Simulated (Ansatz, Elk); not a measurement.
# RbRu2N2: X-ray structure factors from the self-consistent density

The structure of RbRu2N2 used here is made up (a known structure type with other elements) and was relaxed beforehand with PBE. The aim is the Fourier transform of its all-electron density, F(hkl), set beside the sum over free spherical atoms that refinements use.

Calculated with Elk 11.2.3 (patched build); DFT, PBE, all-electron APW+lo, Dirac cores, scalar-relativistic bands, static density, no spin.

This account leaves out most program logs.

The structure was built from a prototype and need not be the compound's stable phase.

### Step 1. The starting structure

Symmetry: I4/mmm, No. 139, tetragonal system. The conventional cell has a = 3.689 Å, b = 3.689 Å, c = 12.315 Å, α = 90.00°, β = 90.00°, γ = 90.00°. Nearest to Ru lie 4 N at 2.07 Å. Nearest to Rb lie 8 N at 3.37 Å and 8 Ru at 3.59 Å and 4 Rb at 3.69 Å. N has 4 Ru at 2.07 Å and 4 Rb at 3.37 Å nearest. Farther neighbours and most contacts between anions are not listed.

### Step 2. Ground state and structure factors

An all-electron density is needed, since X-rays see the cores too. Task 0 finds the density and task 195 Fourier-transforms it; tshift is off so that phases refer to the origin typed.

The input, elk.in:

```
tasks
  0
  195

xctype
  20

spinpol
  .false.

rgkmax
  7.0

gmaxvr
  14.0

lmaxo
  7

lmaxapw
  8

swidth
  0.002

tshift
  .false.

ramdisk
  .false.

hmaxvr
  5.5

maxscl
  120

epspot
  1e-06

sppath
  './'

avec
  -3.48557454333 3.48557454333 11.63594329746
  3.48557454333 -3.48557454333 11.63594329746
  3.48557454333 3.48557454333 -11.63594329746

atoms
  3
  'Ru.in'
  2
  0.2500000000 0.7500000000 0.5000000000   0.000000 0.000000 0.000000
  0.7500000000 0.2500000000 0.5000000000   0.000000 0.000000 0.000000
  'Rb.in'
  1
  0.0000000000 0.0000000000 0.0000000000   0.000000 0.000000 0.000000
  'N.in'
  2
  0.6729236451 0.6729236451 0.0000000000   0.000000 0.000000 0.000000
  0.3270763549 0.3270763549 0.0000000000   0.000000 0.000000 0.000000

ngridk
  9 9 9
```

Command:

```sh
$ OMP_NUM_THREADS=4 elk
```

The job ended after 69 s (4 threads of Arm Neoverse V1, shared host; peak memory 0.22 GiB; 3.7 min of CPU time).

SFACRHO.OUT:

```text

h k l indices transformed by vhmat matrix:
   1.000000000       0.000000000       0.000000000    
   0.000000000       1.000000000       0.000000000    
   0.000000000       0.000000000       1.000000000    

      h      k      l  multipl.   |H|            Re(F)            Im(F)           |F|

      0      0      0      1   0.0000000       139.00000     -0.40204661E-16   139.00000    
      1      1     -1      2  0.53998074      -56.220619     -0.88284224E-14   56.220619    
      0      1      0      8  0.94088225       26.675954      0.49046791E-15   26.675954    
      2      2     -2      2   1.0799615       101.12452      0.18147313E-13   101.12452    
     -2     -1      1      8   1.2117829       40.200386     -0.61308489E-16   40.200386    
     -1      1      0      4   1.2746487      -31.337421     -0.26007760E-15   31.337421    
     -1     -1      2      8   1.3843079       92.834927     -0.17166377E-13   92.834927    
      3      3     -3      2   1.6199422      -29.743600     -0.79701035E-13   29.743600    
      2      3     -3      8   1.6231866       22.221442      0.24523396E-15   22.221442    
      3      1     -2      8   1.6706424      -39.973281      0.40708837E-13   39.973281    
      1     -1     -1      4   1.8026254       95.904509      0.34553145E-13   95.904509    
     -2      0      2      8   1.8817645      -39.301453      0.14959271E-13   39.301453    
     -1      0      2     16   2.0334006       21.993499      -0.0000000       21.993499    
     -2     -4      3      8   2.0612962       89.444411     -0.21457971E-13   89.444411    
      4      3     -4      8   2.0938505       23.130134      -0.0000000       23.130134    
      1      3     -1      8   2.1013746       80.511397     -0.98093582E-15   80.511397    
     -4     -4      4      2   2.1599230       77.177418     -0.27466203E-13   77.177418    
      2      1     -3     16   2.1720673       29.999705      0.61308489E-16   29.999705
```

Elk indexes on the primitive cell of elk.in and gives |H| = 4π sin θ/λ in inverse bohr. Below, one row stands for each form hkl of the conventional cell (m members, Friedel mates merged), F is for one primitive cell and the density is static (no thermal factor). Free-atom factors are Waasmaier and Kirfel's, and R is Σm||F|−|F'||/Σm|F|.

```csv
hkl,m,sin θ/λ (Å⁻¹),"abs F, DFT",neutral atoms,diff.
002,2,0.081,56.221,56.052,+0.169
101,8,0.141,26.676,26.924,-0.248
004,2,0.162,101.124,101.888,-0.764
103,8,0.182,40.200,39.817,+0.384
110,4,0.192,31.337,31.981,-0.644
112,8,0.208,92.835,93.225,-0.390
006,2,0.244,29.744,30.362,-0.619
105,8,0.244,22.221,22.251,-0.030
114,8,0.251,39.973,40.211,-0.238
200,4,0.271,95.904,95.925,-0.020
202,8,0.283,39.301,39.424,-0.123
211,16,0.306,21.994,22.005,-0.012
116,8,0.310,89.444,89.667,-0.223
107,8,0.315,23.130,23.111,+0.019
```

### Step 3. The highest occupied states alone

An energy window below the Fermi level keeps the highest occupied states, to see at which angles they scatter; shallow core shells can lie inside it and anion s states outside. No new self-consistency is needed.

elk.in, as its differences from that of step 2:

```diff
@@ -1,3 +1,2 @@
 tasks
-  0
   195
@@ -40,2 +39,5 @@
 
+wsfac
+  -0.080460 0.587030
+
 sppath
```

Command:

```sh
$ OMP_NUM_THREADS=4 elk
```

The job ended after 12 s (4 threads; peak memory 0.16 GiB; 16 s of CPU time).

States within 10 eV below the Fermi level hold 23.00 electrons; any levels below the window count with the cores. Their amplitudes can exceed the total, where window and core parts have opposite phase:

```csv
hkl,sin θ/λ (Å⁻¹),"abs F, window","abs F, all"
002,0.081,15.350,56.221
101,0.141,2.416,26.676
004,0.162,4.705,101.124
103,0.182,4.036,40.200
110,0.192,1.849,31.337
112,0.208,3.238,92.835
006,0.244,0.339,29.744
105,0.244,1.268,22.221
114,0.251,4.271,39.973
200,0.271,4.829,95.904
```

### Step 4. Another functional

The difference from free atoms is small, so it is set against the change that LDA (Perdew-Wang) makes.

elk.in, as its differences from that of step 3:

```diff
@@ -1,2 +1,3 @@
 tasks
+  0
   195
@@ -4,3 +5,3 @@
 xctype
-  20
+  3
 
@@ -39,5 +40,2 @@
 
-wsfac
-  -0.080460 0.587030
-
 sppath
```

Command:

```sh
$ OMP_NUM_THREADS=4 elk
```

The job ended after 50 s (4 threads; peak memory 0.17 GiB).

Against the first run R = 0.04 %; the largest change is -0.057 at 200.

### Step 5. A coarser k-mesh

About half the k-points along each axis test the sampling.

elk.in, as its differences from that of step 4:

```diff
@@ -5,3 +5,3 @@
 xctype
-  3
+  20
 
@@ -63,2 +63,2 @@
 ngridk
-  9 9 9
+  4 4 4
```

Command:

```sh
$ OMP_NUM_THREADS=4 elk
```

Wall time 29 s (4 threads); peak memory 0.21 GiB.

Against the first run R = 0.02 %; the largest change is -0.034 at 0 0 10.

### Step 6. Settings against the effect

```csv
run,R against the first run (%),"R against neutral atoms, low angle (%)",wall time
"PBE, rgkmax 7",0.00,0.57,69 s
LDA (Perdew-Wang),0.04,0.58,50 s
k-mesh 4×4×4,0.02,0.58,29 s
```

### Step 7. Results

```json
{"R against neutral atoms, sin θ/λ < 0.3 Å⁻¹": "0.57 %", "R against neutral atoms, 0.3 to 0.83 Å⁻¹": "0.24 %"}
```

In words: Independent neutral atoms miss the calculated amplitudes by R = 0.57 % below 0.3 Å⁻¹ and 0.24 % from there to 0.83 Å⁻¹; by shells, 0.71 % below 0.15 Å⁻¹ (2 forms), 0.56 % 0.15 to 0.3 (9 forms), 0.34 % 0.3 to 0.45 (21 forms), 0.21 % above 0.45 (117 forms). Bonding, aspherical density and the tables' own atoms all enter these figures, and the runs don't part them. The largest change of an amplitude is -0.76 electrons, at 004. The window's part falls from 23.0 electrons at the origin to at most 0.47 between 0.45 and 0.83 Å⁻¹. Below 0.3 Å⁻¹ the changes that finished (LDA (Perdew-Wang) and k-mesh 4×4×4) move F by R = 0.06 % at most, against the 0.57 % that separates it from free atoms. The basis has no finished test. These runs have no spin, though d or f shells may be open. The electron count is odd, so without spin the run is a metal by force. Part of the difference isn't bonding: the tables are fits to free atoms and ions calculated by other methods than this functional. Thermal motion, anomalous dispersion and extinction are left out.

[Logs are printed without paths, hosts, clocks, repeated set-up lines and the standing remarks that a program may print on its own settings, such as how far it seeks lower states.]

[Hosts, paths, dates, database ids (printed as entryN), source tags and the programs' standing remarks are cut or masked in the printed files.]
